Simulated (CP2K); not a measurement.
Hydroxyacetylene has these distinct C atoms: C1 (bonded to C and H) and C2 (bonded to C and O).

```xyz
5

C     1.0883    0.0343   -0.2937
C    -0.1085   -0.0263   -0.1244
O    -1.4235   -0.1110   -0.0447
H     2.1475    0.0887   -0.4189
H    -1.7038    0.0143    0.8817
```

Their partial C K spectra (CP2K XAS_TDP, all-electron GAPW, PBEh(45%), aug-cc-pVTZ, TDA, GW2X-corrected core level, no relativity) are given in random order, each times the number of alike atoms.

Gaussian full width 0.5 eV, oscillator strength per eV, alike atoms added, rows of zeros left out:

| E (eV) | curve 1 | curve 2 |
| --- | --- | --- |
| 285.75 | 0.000 | 0.001 |
| 286.00 | 0.000 | 0.016 |
| 286.25 | 0.000 | 0.071 |
| 286.50 | 0.000 | 0.080 |
| 286.75 | 0.000 | 0.043 |
| 287.00 | 0.000 | 0.073 |
| 287.25 | 0.000 | 0.062 |
| 287.50 | 0.007 | 0.014 |
| 287.75 | 0.057 | 0.001 |
| 288.00 | 0.140 | 0.001 |
| 288.25 | 0.163 | 0.009 |
| 288.50 | 0.107 | 0.020 |
| 288.75 | 0.031 | 0.011 |
| 289.00 | 0.013 | 0.002 |
| 289.25 | 0.004 | 0.008 |
| 289.50 | 0.000 | 0.025 |
| 289.75 | 0.000 | 0.024 |
| 290.00 | 0.000 | 0.008 |
| 290.25 | 0.000 | 0.004 |
| 290.50 | 0.000 | 0.006 |
| 290.75 | 0.000 | 0.010 |
| 291.00 | 0.002 | 0.009 |
| 291.25 | 0.006 | 0.003 |
| 291.50 | 0.009 | 0.002 |
| 291.75 | 0.006 | 0.005 |
| 292.00 | 0.002 | 0.007 |
| 292.25 | 0.001 | 0.016 |
| 292.50 | 0.003 | 0.020 |
| 292.75 | 0.004 | 0.014 |
| 293.00 | 0.004 | 0.004 |
| 293.25 | 0.004 | 0.003 |
| 293.50 | 0.012 | 0.003 |
| 293.75 | 0.021 | 0.002 |
| 294.00 | 0.015 | 0.006 |
| 294.25 | 0.008 | 0.012 |
| 294.50 | 0.005 | 0.008 |
| 294.75 | 0.003 | 0.010 |
| 295.00 | 0.003 | 0.021 |
| 295.25 | 0.001 | 0.027 |
| 295.50 | 0.000 | 0.014 |
| 295.75 | 0.002 | 0.004 |
| 296.00 | 0.008 | 0.002 |
| 296.25 | 0.010 | 0.002 |
| 296.50 | 0.012 | 0.004 |
| 296.75 | 0.013 | 0.015 |
| 297.00 | 0.011 | 0.017 |
| 297.25 | 0.006 | 0.010 |
| 297.50 | 0.012 | 0.019 |
| 297.75 | 0.028 | 0.024 |
| 298.00 | 0.023 | 0.029 |

Question: Which curve belongs to which atom?

Curve 1: C2 (bonded to C and O), leading line at 288.00 eV (f = 0.059 an atom), ionisation energy 292.03 eV, term value 4.03 eV. Curve 2: C1 (bonded to C and H), leading line at 286.39 eV (f = 0.048 an atom), ionisation energy 290.14 eV, term value 3.75 eV. The leading line of an atom is its first one with 35 % of the strongest within 2.5 eV of its lowest line over the strength cut. A line lies at the core ionisation energy, which rises as an atom loses charge to its neighbours or to a π system, less the term value, which is large for a low π* or σ* orbital with weight on that atom.

[Banner, clock and machine lines of the logs are left out without a mark of their own.]

[Logs are printed without paths, hosts, clocks, repeated set-up lines and the standing remarks that a program may print on its own settings, such as how far it seeks lower states.]

[Hosts, paths, dates, database ids (printed as entryN), source tags and the programs' standing remarks are cut or masked in the printed files.]
